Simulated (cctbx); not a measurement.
## What is wrong with this refinement?

Cell a = 9.7580 Å, b = 9.7580 Å, c = 11.5080 Å, α = 90.00°, β = 90.00°, γ = 120.00°; space group R-3 (no. 148). The compound is NaTe8Mo6.

The data are simulated with cctbx, not measured: synchrotron X-rays, λ = 0.4959 Å, to d = 0.75 Å, 50 % of the full sphere, strongest reflection 20000 counts, noise from counting, a 2 % proportional error and a noise floor of 4 counts (s.d.); no absorption, and some extinction, which the refinements don't model.

An anisotropic refinement with weights 1/σ² prints:

```text
Rint 0.020, 520 unique reflections to 0.75 A
cycle     R1     wR2    GooF  max shift (A)
   1  0.0552  0.1203   4.584   0.00149
   2  0.0487  0.1020   3.885   0.00000
final R1 0.0487 wR2 0.1020 GooF 3.885  parameters 21  data/parameter 24.8
atom        x        y        z      Ueq    occ   su(xyz)  su(Uiso or U11)
Te1    0.70805  0.02774  0.41629   0.0072  1.000  0.00010  0.0004
Te2    0.00000  0.00000  0.22065   0.0089  1.000  0.00013  0.0005
Mo1    0.14819  0.98289  0.39570   0.0094  1.000  0.00013  0.0005
difference map: max 29.44 min -2.08 rms 0.68
Q1    0.0000  0.0000  0.0000    3   29.44  2.54 A from Te2
Q2    0.0304  0.2561  0.2307   18    0.83  1.27 A from Te1
Q3    0.0708  0.1330  0.0032   18    0.81  2.38 A from Te1
Q4    0.0720  0.8635  0.9508   18    0.79  2.15 A from Te1
Q5    0.0397  0.8805  0.4766   18    0.77  1.39 A from Mo1
Q6    0.0117  0.8041  0.1435   18    0.77  1.42 A from Te1
```

**Question.** Can this result stand? If not, what is the likely fault?

Mend it. The fault: an atom left out, Na at (0, 0, 0). Against the right model at the same level, R1 goes from 0.0149 to 0.0487 and GooF from 1.21 to 3.88 and the top difference peak, 29.4 e/Å³, lies 2.54 Å from Te2. Q1 is the missing atom. With scattering power missing, scale and phases suffer, so peaks may also grow on the heavy atoms.

The compound is NaTe8Mo6. The right model at the same level gives:

```text
Rint 0.020, 520 unique reflections to 0.75 A
cycle     R1     wR2    GooF  max shift (A)
   1  0.0298  0.0690   2.633   0.00101
   2  0.0149  0.0318   1.213   0.00000
final R1 0.0149 wR2 0.0318 GooF 1.213  parameters 23  data/parameter 22.6
atom        x        y        z      Ueq    occ   su(xyz)  su(Uiso or U11)
Te1    0.70803  0.02771  0.41631   0.0073  1.000  0.00003  0.0001
Te2    0.00000  0.00000  0.22062   0.0091  1.000  0.00004  0.0001
Mo1    0.14814  0.98291  0.39565   0.0098  1.000  0.00004  0.0001
Na1    0.00000  0.00000  0.00000   0.0222  1.000  0.00000  0.0014
difference map: max 0.80 min -1.70 rms 0.29
Q1    0.0793  0.5041  0.6800   18    0.82  1.95 A from Te1
Q2    0.0330  0.1196  0.8529   18    0.70  1.34 A from Te2
Q3    0.0681  0.5773  0.7469   18    0.68  1.11 A from Te1
Q4    0.1083  0.2153  0.1541   18    0.65  1.89 A from Te1
Q5    0.0009  0.2527  0.4688   18    0.64  1.26 A from Mo1
Q6    0.0300  0.6128  0.5612   18    0.64  1.98 A from Te1
```

This is a model crystal, built by substitution and not relaxed, with assumed displacement parameters.

[Middle refinement cycles are left out of these outputs.]

[Logs are printed without paths, hosts, clocks, repeated set-up lines and the standing remarks that a program may print on its own settings, such as how far it seeks lower states.]
